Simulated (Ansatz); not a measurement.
# Relaxing a frame of liquid acetonitrile from 298 K (186 atoms)

Aim: bring a frame of liquid acetonitrile from 298 K (186 atoms) to a nearby minimum of the energy and see what moves.

Method: Kohn-Sham DFT, PBE+D4, PAW (set soft_2), plane waves, in Ansatz 0.2.0.

Report form: the programs' logs are mostly left out.

**1. The starting structure**

The cell holds 186 atoms: 62 C, 31 N and 93 H. Cell: a = 13.929 Å, b = 13.929 Å, c = 13.929 Å, α = 90.0°, β = 90.0°, γ = 90.0°. 31 acetonitrile placed at random, at 0.782 g/cm³; overlaps pushed apart, then 10 ps at 398 K with MMFF94 bonds, angles, torsions, charges and radii (Halgren, J. Comput. Chem. 17, 490 (1996)) in harmonic and 12-6 forms. Snapshot after 20 ps at 298 K and fixed volume. The starting density is a measured one.

What the set-up can't give: The network of contacts between molecules at the start is that of the classical potential that made the cell. Only the Γ point is sampled, in a cell whose shortest periodic width is 14 Å.

**2. Single point at the start**

The forces at the start show how far the geometry lies from a minimum of this functional.

File input.yaml:

```yaml
crystal:
  lattice:
    - [13.92888, 0.0, 0.0]
    - [0.0, 13.92888, 0.0]
    - [0.0, 0.0, 13.92888]
  atoms:
    - { symbol: C, position: [0.58367, 0.7368, 0.63758] }
    - { symbol: C, position: [0.59574, 0.78765, 0.7309] }
    - { symbol: "N", position: [0.60287, 0.81706, 0.80883] }
    - { symbol: H, position: [0.57772, 0.79029, 0.58276] }
    - { symbol: H, position: [0.51703, 0.69295, 0.63661] }
    - { symbol: H, position: [0.64984, 0.69183, 0.62382] }
    - { symbol: C, position: [0.54977, 0.37185, 0.64125] }
    - { symbol: C, position: [0.45348, 0.37132, 0.67701] }
    - { symbol: "N", position: [0.37349, 0.36866, 0.70773] }
    - { symbol: H, position: [0.57809, 0.30205, 0.60995] }
    - { symbol: H, position: [0.60109, 0.40488, 0.68571] }
    - { symbol: H, position: [0.55402, 0.42089, 0.58011] }
    - { symbol: C, position: [0.26844, 0.12823, 0.72312] }
    - { symbol: C, position: [0.34318, 0.12367, 0.79904] }
    - { symbol: "N", position: [0.3961, 0.11585, 0.86069] }
    - { symbol: H, position: [0.1982, 0.15399, 0.7418] }
    - { symbol: H, position: [0.25443, 0.05669, 0.68996] }
    - { symbol: H, position: [0.30464, 0.16842, 0.66614] }
    - { symbol: C, position: [0.08321, 0.66728, 0.87786] }
    - { symbol: C, position: [0.16764, 0.68816, 0.82015] }
    - { symbol: "N", position: [0.23075, 0.70127, 0.76922] }
    - { symbol: H, position: [0.01767, 0.65609, 0.83714] }
    - { symbol: H, position: [0.062, 0.72622, 0.92376] }
    - { symbol: H, position: [0.09697, 0.60779, 0.92677] }
    - { symbol: C, position: [0.23626, 0.12428, 0.07052] }
    - { symbol: C, position: [0.17788, 0.11412, 0.98094] }
    - { symbol: "N", position: [0.14334, 0.10807, 0.90488] }
    - { symbol: H, position: [0.30821, 0.10028, 0.0578] }
    - { symbol: H, position: [0.20271, 0.08682, 0.13273] }
    - { symbol: H, position: [0.25083, 0.20026, 0.0932] }
    - { symbol: C, position: [0.38412, 0.87138, 0.18544] }
    - { symbol: C, position: [0.43408, 0.79056, 0.14638] }
    [... 148 atom lines left out ...]
    - { symbol: C, position: [0.5966, 0.04994, 0.71552] }
    - { symbol: C, position: [0.63923, 0.14164, 0.7335] }
    - { symbol: "N", position: [0.68232, 0.21218, 0.74613] }
    - { symbol: H, position: [0.57559, 0.01871, 0.7837] }
    - { symbol: H, position: [0.65077, 0.00171, 0.68195] }
    - { symbol: H, position: [0.53474, 0.06428, 0.66626] }
kpoints:
  mp_grid: { grid: [1, 1, 1] }
hamiltonian:
  xc: pbe
  dispersion: d4
scf:
  occupations: { method: gaussian, width: 0.025 }
output:
  forces: true
  stress: true
  populations: true
  dos:
    method: { smearing: { sigma: 0.08 } }
    de: 0.1
    projected: { site_lists: { C: [C], H: [H], "N": ["N"] } }
  eigenvalues: true
```

Launch:

```console
$ ansatz run input.yaml --threads 4 --pin off --max-ram 8192MiB --backend cpu --events-out ev --progress --plain --runs-dir out
```

Elapsed: 15 s, on 4 threads of AMD EPYC 9R45, shared host; peak memory 3.5 GiB.

Read from the output:

| Quantity | Value |
| --- | --- |
| free energy | -28938.5258 eV |
| free energy per atom | -155.5835 eV/atom |
| SCF cycles | 11 |
| pressure | 0.2542 GPa |
| r.m.s. force component | 0.9815 eV/Å |
| longest force | 4.491 eV/Å |
| Fermi energy | -0.6783 eV |
| gap (highest filled to lowest empty level) | 5.851 eV |
| spilling of the projection | 0.01605 |

The r.m.s. force component of 0.98 eV/Å and the pressure of 0.25 GPa set the starting point.

Neighbours are counted within 1.34 Å (H-C), 1.85 Å (C-C), 1.62 Å (C-N).

Length of the force by element and coordination:

```tsv
element	coordination	atoms	mean length of the force (eV/Å)	spread	least	most
C	all	62	1.95	1.01	0.417	4.49
C	2	31	2.12	1.16	0.591	4.49
C	4	31	1.77	0.787	0.417	3.44
H	all	93	0.910	0.481	0.164	2.86
N	all	31	1.70	1.29	0.079	4.28
```

**3. Relaxation**

With the cell held, the atoms are moved downhill towards a nearby minimum.

input.yaml, the sections that differ from step 2:

```yaml
output:
  forces: true
relax:
  f_tol: 0.03
  max_steps: 200
# crystal, kpoints, hamiltonian, scf: as in step 2
```

Wall time 7.1 min (4 threads); peak memory 3.4 GiB.

The steps of the relaxation (22 of 60):

```tsv
step	energy less that of the first step (eV)	largest force component (eV/Å)
1	0.0000	4.1942
4	-6.3731	0.3127
7	-6.9878	0.3509
9	-7.2053	0.4176
12	-7.4076	0.4236
15	-7.5355	0.1071
18	-7.6171	0.2638
21	-7.6687	0.1858
23	-7.6866	0.0228
26	-7.7321	0.1135
29	-7.7548	0.1533
32	-7.7747	0.0056
35	-7.7814	0.2734
38	-7.7949	0.2215
40	-7.7981	0.4880
43	-7.8075	0.1733
46	-7.8203	0.1350
49	-7.8355	0.2808
52	-7.8484	0.0450
54	-7.8520	0.1782
57	-7.8578	0.2253
60	-7.8636	0.0257
```

Relaxation steps 35, 40, 42 were tried and not accepted.

The atoms that moved most (Å):

```tsv
atom	dx	dy	dz	length
H149	1.322	2.237	0.227	2.609
N93	-1.251	-0.026	2.000	2.359
H162	0.584	-0.252	-2.198	2.289
H60	0.623	1.234	1.822	2.288
H136	-1.105	-1.234	1.512	2.243
H148	-0.103	1.860	1.018	2.123
N135	-1.479	-1.477	-0.056	2.091
H11	-1.027	-1.647	-0.005	1.941
```

The relaxation changed the energy by -42.3 meV/atom, and atoms moved by 1.1 Å r.m.s., 2.6 Å at most.

**4. Local order after relaxation**

Bonds before and after, by the cutoffs listed below:

```tsv
pair	bonds before	bonds after	mean before (Å)	mean after (Å)	spread before (Å)	spread after (Å)
H-C	93	93	1.098	1.098	0.028	0.001
C-C	31	31	1.454	1.449	0.025	0.001
C-N	31	31	1.158	1.163	0.018	0.000
```

Density 0.782 g/cm³, 14.53 Å³ an atom.

g(r), total and by pair (bins of 0.2 Å):

```tsv
r (Å)	total	H-H	H-C	H-N	C-C	C-N	N-N
1.00	4.84	0.00	14.50	0.00	0.00	0.00	0.00
1.20	1.54	0.00	0.44	0.00	0.00	12.55	0.00
1.40	0.95	0.00	0.00	0.00	8.55	0.00	0.00
1.60	0.00	0.00	0.00	0.00	0.00	0.00	0.00
1.80	1.83	7.32	0.00	0.00	0.00	0.00	0.00
2.00	1.05	0.00	3.16	0.00	0.00	0.00	0.00
2.20	0.28	0.00	0.82	0.00	0.00	0.00	0.00
2.40	0.25	0.00	0.00	1.52	0.00	0.00	0.00
2.60	0.61	0.18	0.00	1.72	0.00	2.52	0.00
2.80	0.34	0.44	0.12	1.18	0.00	0.00	0.00
3.00	0.49	0.75	0.45	0.92	0.00	0.00	0.00
3.20	1.19	0.99	0.70	4.26	0.00	0.00	0.00
3.40	0.84	0.62	1.06	0.78	0.14	1.66	0.00
3.60	1.16	0.67	1.23	0.85	0.85	2.90	0.50
3.80	1.13	0.55	1.06	1.08	1.42	2.39	1.23
4.00	1.23	0.93	0.97	1.82	1.68	1.29	1.67
4.20	1.16	1.14	1.03	1.40	1.41	0.96	1.13
4.40	1.04	1.11	1.06	1.00	1.25	0.67	1.26
4.60	1.14	1.31	1.21	0.69	1.59	0.75	1.16
4.80	1.12	1.24	1.29	0.64	1.36	0.75	1.66
5.00	1.11	1.21	1.35	0.59	1.36	0.65	1.34
5.20	0.95	1.01	1.20	0.38	1.11	0.64	1.32
5.40	0.94	1.29	0.89	0.54	0.94	0.77	1.60
5.60	0.94	1.21	0.89	0.73	1.04	0.73	1.00
5.80	0.89	0.89	0.96	0.77	0.86	0.88	0.99
6.00	0.96	1.07	0.84	0.92	1.10	0.90	1.25
6.20	0.99	1.04	1.06	1.02	0.76	0.83	1.00
6.40	0.97	1.03	0.99	0.97	0.72	1.02	0.88
```

Bonds by pair of elements; cutoffs follow the first minimum of g(r), held within bounds set by covalent radii, and pairs that aren't listed don't count as bonded:

```tsv
pair A-B	cutoff (Å)	bonds	mean length (Å)	spread (Å)	shortest (Å)	B about A	A about B
H-C	1.34	93	1.10	0.001	1.10	1	1.5
C-C	1.82	31	1.45	0.001	1.45	1	1
C-N	1.62	31	1.16	0	1.16	0.5	1
```

How many atoms have how many bonded neighbours:

```tsv
element	mean	1	2	4
C	3	0	31	31
H	1	93	0	0
N	1	31	0	0
```

Bond angles, per cent of each kind in bins of 5°:

```tsv
angle (°)	H-C-H	C-C-H	C-C-N
105–110	93.5	60.2	0.0
110–115	6.5	39.8	0.0
115–120	0.0	0.0	0.0
120–125	0.0	0.0	0.0
125–130	0.0	0.0	0.0
130–135	0.0	0.0	0.0
135–140	0.0	0.0	0.0
140–145	0.0	0.0	0.0
145–150	0.0	0.0	0.0
150–155	0.0	0.0	0.0
155–160	0.0	0.0	0.0
160–165	0.0	0.0	0.0
165–170	0.0	0.0	0.0
170–175	0.0	0.0	0.0
175–180	0.0	0.0	100.0
```

Bond angles (no mean is given where the spread exceeds 20°):

```tsv
angle	count	mean (°)	spread (°)
H-C-H	93	109	0.6
C-C-H	93	110	0.6
C-C-N	31	179	0.3
```

Bond length by coordination (bonds to H left out):

```tsv
element	coordination	atoms	mean bond length (Å)
C	2	31	1.31
C	4	31	1.45
```

Counting bonds as in the table, 50 % of C atoms have 2 and as many 4, all H atoms have 1 and all N atoms have 1 bonded neighbour. The H-C-H angle averages 109° with a spread of 0.6°.

**5. Single point at the relaxed geometry**

The electronic structure is read at the final geometry, in a run of its own.

File input.yaml:

```yaml
crystal:
  lattice:
    - [13.92888, 0.0, 0.0]
    - [0.0, 13.92888, 0.0]
    - [0.0, 0.0, 13.92888]
  atoms:
    - { symbol: C, position: [0.51068, 0.6901, 0.63828] }
    - { symbol: C, position: [0.55111, 0.75813, 0.7059] }
    - { symbol: "N", position: [0.58282, 0.81242, 0.76078] }
    - { symbol: H, position: [0.51173, 0.71975, 0.56522] }
    - { symbol: H, position: [0.43602, 0.67408, 0.65836] }
    - { symbol: H, position: [0.5529, 0.62352, 0.63893] }
    - { symbol: C, position: [0.49083, 0.34993, 0.65577] }
    - { symbol: C, position: [0.41417, 0.37962, 0.71957] }
    - { symbol: "N", position: [0.35187, 0.40262, 0.77018] }
    - { symbol: H, position: [0.46146, 0.33238, 0.58461] }
    - { symbol: H, position: [0.52736, 0.28662, 0.68533] }
    - { symbol: H, position: [0.54353, 0.40802, 0.64833] }
    - { symbol: C, position: [0.28554, 0.15285, 0.75189] }
    - { symbol: C, position: [0.37287, 0.14507, 0.80773] }
    - { symbol: "N", position: [0.44272, 0.13864, 0.85296] }
    - { symbol: H, position: [0.22368, 0.13463, 0.79737] }
    - { symbol: H, position: [0.28812, 0.10328, 0.69074] }
    - { symbol: H, position: [0.27695, 0.22652, 0.72555] }
    - { symbol: C, position: [0.13691, 0.64624, 0.86518] }
    - { symbol: C, position: [0.20856, 0.65641, 0.7906] }
    - { symbol: "N", position: [0.26721, 0.66363, 0.73157] }
    - { symbol: H, position: [0.09415, 0.58128, 0.85251] }
    - { symbol: H, position: [0.08802, 0.70791, 0.86554] }
    - { symbol: H, position: [0.17188, 0.64095, 0.93581] }
    - { symbol: C, position: [0.18675, 0.08874, 0.11314] }
    - { symbol: C, position: [0.15142, 0.11016, 0.01777] }
    - { symbol: "N", position: [0.12305, 0.12837, 0.94139] }
    - { symbol: H, position: [0.2331, 0.02517, 0.11074] }
    - { symbol: H, position: [0.12617, 0.0743, 0.16178] }
    - { symbol: H, position: [0.22725, 0.15043, 0.14064] }
    - { symbol: C, position: [0.39053, 0.83428, 0.17939] }
    - { symbol: C, position: [0.45968, 0.7908, 0.11515] }
    [... 148 atom lines left out ...]
    - { symbol: C, position: [0.68295, 0.05248, 0.68667] }
    - { symbol: C, position: [0.70253, 0.13459, 0.74737] }
    - { symbol: "N", position: [0.71923, 0.20133, 0.79471] }
    - { symbol: H, position: [0.64056, 0.99836, 0.72525] }
    - { symbol: H, position: [0.75145, 0.02095, 0.66355] }
    - { symbol: H, position: [0.64388, 0.07658, 0.62248] }
kpoints:
  mp_grid: { grid: [1, 1, 1] }
hamiltonian:
  xc: pbe
  dispersion: d4
scf:
  occupations: { method: gaussian, width: 0.025 }
output:
  forces: true
  stress: true
  populations: true
  dos:
    method: { smearing: { sigma: 0.08 } }
    de: 0.1
    projected: { site_lists: { C: [C], H: [H], "N": ["N"] } }
  eigenvalues: true
  write_density: true
  write_potential: true
  volumetric_format: npy
```

Run time: 15 s. Hardware: 4 threads; peak memory 3.4 GiB.

The program notes that the exchange-correlation potential is rough where the density is thin.

Read from the output:

| Property | Result |
| --- | --- |
| free energy | -28946.3894 eV |
| free energy per atom | -155.6257 eV/atom |
| SCF cycles | 11 |
| pressure | -0.3154 GPa |
| r.m.s. force component | 0.0039 eV/Å |
| longest force | 0.03365 eV/Å |
| Fermi energy | -0.616 eV |
| gap (highest filled to lowest empty level) | 6.465 eV |
| spilling of the projection | 0.01614 |

Löwdin charges by element and coordination (they lack the spilled electrons, 0.043 e an atom on average):

```tsv
element	coordination	atoms	mean charge (e)	spread	least	most
C	all	62	-0.123	0.365	-0.495	0.254
C	2	31	0.241	0.0071	0.227	0.254
C	4	31	-0.488	0.0032	-0.495	-0.481
H	all	93	0.248	0.0044	0.238	0.259
N	all	31	-0.240	0.006	-0.253	-0.231
```

Density of states as counts of states in windows of 1 eV (from the Fermi level), total and the larger projections:

```tsv
from (eV)	to (eV)	total	C p	N p	H s
-10	-9	0.0	0.0	0.0	0.0
-9	-8	25.4	14.2	0.7	4.5
-8	-7	38.8	22.2	0.9	7.1
-7	-6	121.8	80.1	6.4	32.1
-6	-5	0.1	0.0	0.0	0.0
-5	-4	63.0	7.7	37.8	0.8
-4	-3	123.0	46.9	63.2	10.5
-3	3	0.0	0.0	0.0	0.0
3	4	57.8	21.1	18.0	10.1
4	5	88.9	32.6	27.2	12.3
```

The curve was stored every 0.100 eV, coarse against its broadening of 0.08 eV, so these counts are rough.

Between -19 and -10 eV lie 124 more states.

The levels nearest the highest filled one (over half full), pooled over k-points and spins:

```tsv
level less the highest filled one (eV)	occupation
-0.147	2
-0.146	2
-0.131	2
-0.111	2
-0.0685	2
0	2
6.46	0
6.70	0
6.74	0
6.78	0
6.80	0
6.81	0
```

Electrostatic potential energy in the ac plane at fractional y = 0.239, with atoms of H and C and N within 0.2 Å of it. With pseudopotentials it is smooth inside the atoms' cores, unlike the true potential.

Values in eV, 13 rows by 16 columns, each cell a mean:
```
  4   4   3   3   4   4   4   3  -6  -1   1   3   2 -14 -14   2
  3   3   3   3   3   4   4   4   3   4   4   4   4   2   3   3
-12   2   3   3   2   2   3   4   4   4   3 -14   1   4   3  -8
-29 -10   3   2 -14   1   3   3   2   3   4   2   3   4   0 -20
-19 -35  -9   4   3   3   3   3   2   3   4   4   3   3   3   1
  3 -17 -12   4   4   4   4   4   4   4   4   3   0   2   4   4
  4   4   3   3   2   3   4   4   4  -2  -1   4   2   3   4   4
  4   2 -17 -17 -23  -8   4   4   0 -33 -17   3   3   3   4   4
  4   3  -7 -28  -6   1   4   3   0  -8  -2   3   3   3   4   4
  4   4   1  -1   3   4   4   3   2   1   0   4   4   4   4   4
  4   4   4   4   4   4   4   4   4   4   4  -1 -25  -3   4   4
  4   4   4   4   4   4   4   4   4   3   4   0 -29 -29   0   3
  4   4   3   3   4   4   4   3   2  -2 -12   2  -5 -26 -20   2
```
Columns run along a (13.9 Å; values clipped at the 3rd and 97th percentile), rows up along c (13.9 Å). Atoms in or near the plane, at fractional coordinates: H at (0.28, 0.73), C at (0.00, 0.75), C at (0.06, 0.67), N at (0.11, 0.60), H at (0.63, 0.02), C at (0.60, 0.41), C at (0.87, 0.00), C at (0.82, 0.09), N at (0.77, 0.16), C at (0.21, 0.37), H at (0.15, 0.42).

Valence density in the ac plane at fractional y = 0.239, with atoms of H and C and N within 0.2 Å of it. It is the smooth field of the valence electrons, not physical close to the nuclei.

Ten steps, logarithmic in the rise over the least value, from '0' (0.0 e/Å³) to '9' (3.5 e/Å³), each cell a mean:
```
000011110000000000135555543101257887642
000111111000000001135543221001246654310
010011110000000111112211111222123221000
332100000000111222110000124565321000012
765210001122222221100000135787521001346
875320001355422111000000135676421013578
887642112466521000112210012343210024678
788875321233210000123210001111100012345
578998631100000000122110000001111000113
357999742000000000010000000012332100001
124677531000000000000112221112442100000
001233210011111100001235543111221000000
000123332234444321002467764210000000000
000136766667765321012578875210000000000
000136788887654311013578864200000000000
000024688765432100123567653100000000000
000013677532110000124455543100000000000
000002343210000000012233443111111000000
000000111000000000000011111235553200000
000000111000000000000000001369986420000
000001111100000000000000001369998632000
000001111100000000000001111246898753100
000001111000000000001123442124678875421
000001110000000000012346764212357887642
```
Columns run along a (13.9 Å), rows up along c (13.9 Å). Atoms in or near the plane, at fractional coordinates: H at (0.28, 0.73), C at (0.00, 0.75), C at (0.06, 0.67), N at (0.11, 0.60), H at (0.63, 0.02), C at (0.60, 0.41), C at (0.87, 0.00), C at (0.82, 0.09), N at (0.77, 0.16), C at (0.21, 0.37), H at (0.15, 0.42).

Mean Löwdin charges: C -0.12, H +0.25, N -0.24 e (they miss 1.6 % of the electrons, so they add up to more than the cell's charge).

Local excerpt of 10 atoms (numbers count through the whole input) about C103, picked at random; x, y, z are measured from there.

```tsv
atom	x	y	z	distance (Å)	bonds	Löwdin charge (e)
C103	0.00	0.00	0.00	0.00	4	-0.48
H106	0.37	-1.03	-0.07	1.10	1	0.25
H108	0.15	0.50	-0.97	1.10	1	0.25
H107	0.57	0.53	0.78	1.10	1	0.25
C104	-1.41	0.00	0.33	1.45	2	0.25
N105	-2.54	-0.02	0.59	2.61	1	-0.24
N69	-1.08	-3.40	0.49	3.60	1	-0.24
N21	1.05	2.65	2.29	3.66	1	-0.25
N153	2.33	-2.27	-1.79	3.72	1	-0.24
N9	2.23	-0.99	2.83	3.74	1	-0.24
```

The column of bonds counts only the pairs H-C within 1.34 Å, C-C within 1.82 Å, C-N within 1.62 Å; other neighbours, such as metal atoms beside each other in a compound, aren't counted, and periodic images can show an atom twice.

**6. Another setting: basis.ecutrho_ratio = 12**

Changed here: basis.ecutrho_ratio = 12.

input.yaml, the sections that differ from step 5:

```yaml
crystal:
  lattice:
    - [13.92888, 0.0, 0.0]
    - [0.0, 13.92888, 0.0]
    - [0.0, 0.0, 13.92888]
  atoms:
    [... the 186 atom lines of step 2 ...]
output:
  forces: true
  stress: true
  populations: intrinsic
  dos:
    method: { smearing: { sigma: 0.08 } }
    de: 0.1
    projected: { site_lists: { C: [C], H: [H], "N": ["N"] } }
  eigenvalues: true
basis:
  ecutrho_ratio: 12
# kpoints, hamiltonian, scf: as in step 5
```

Elapsed: 20 s, on 4 threads; peak memory 6.4 GiB.

Geometry and reference: those of the single point at the start.

Forces differ from those of the single point at the start by 0.003 meV/Å r.m.s., 3.0e-4 % of their size. It took 1.3 times the reference's time (shared host, so rough).

**7. Summary of results**

| Quantity | Value |
| --- | --- |
| energy change in the relaxation | -42.28 meV/atom |
| r.m.s. displacement | 1.111 Å |
| largest displacement | 2.609 Å |
| free energy per atom | -155.6257 eV/atom |
| pressure | -0.3154 GPa |
| r.m.s. force component | 0.0039 eV/Å |
| gap (highest filled to lowest empty level) | 6.465 eV |
| wall time of the 4 DFT runs | 7.9 min |

Relaxation lowers the energy by 42.3 meV/atom and moves atoms by 1.1 Å r.m.s.; the r.m.s. force component goes from 0.98 to 0.0039 eV/Å, the pressure goes from 0.25 to -0.32 GPa, and the gap from 5.85 to 6.46 eV. By the final cutoffs no bond was broken or made. First to last step the energy falls by 7.864 eV; the largest move, 2.61 Å, is that of H149. The C-C bonds go from 1.454 Å (spread 0.025) to 1.449 Å (spread 0.001). Counting bonds as in the table, 50 % of C atoms have 2 and as many 4, all H atoms have 1 and all N atoms have 1 bonded neighbour. Filled and empty levels are parted by 6.46 eV (at Γ alone); a semilocal functional tends to put such gaps too low. In a disordered cell it changes from sample to sample and from frame to frame.

**Limits.** The network of contacts between molecules at the start is that of the classical potential that made the cell; in DFT atoms moved by 1.1 Å r.m.s.

[Logs are printed without paths, hosts, clocks, repeated set-up lines and the standing remarks that a program may print on its own settings, such as how far it seeks lower states.]

[Hosts, paths, dates, database ids (printed as entryN), source tags and the programs' standing remarks are cut or masked in the printed files.]

[The MMFF94 radii named for the starting cell were scaled by 0.96; in molecules described by MMFF94, hydrogen bound to N, O or S took a small fixed 12-6 site in their place.]
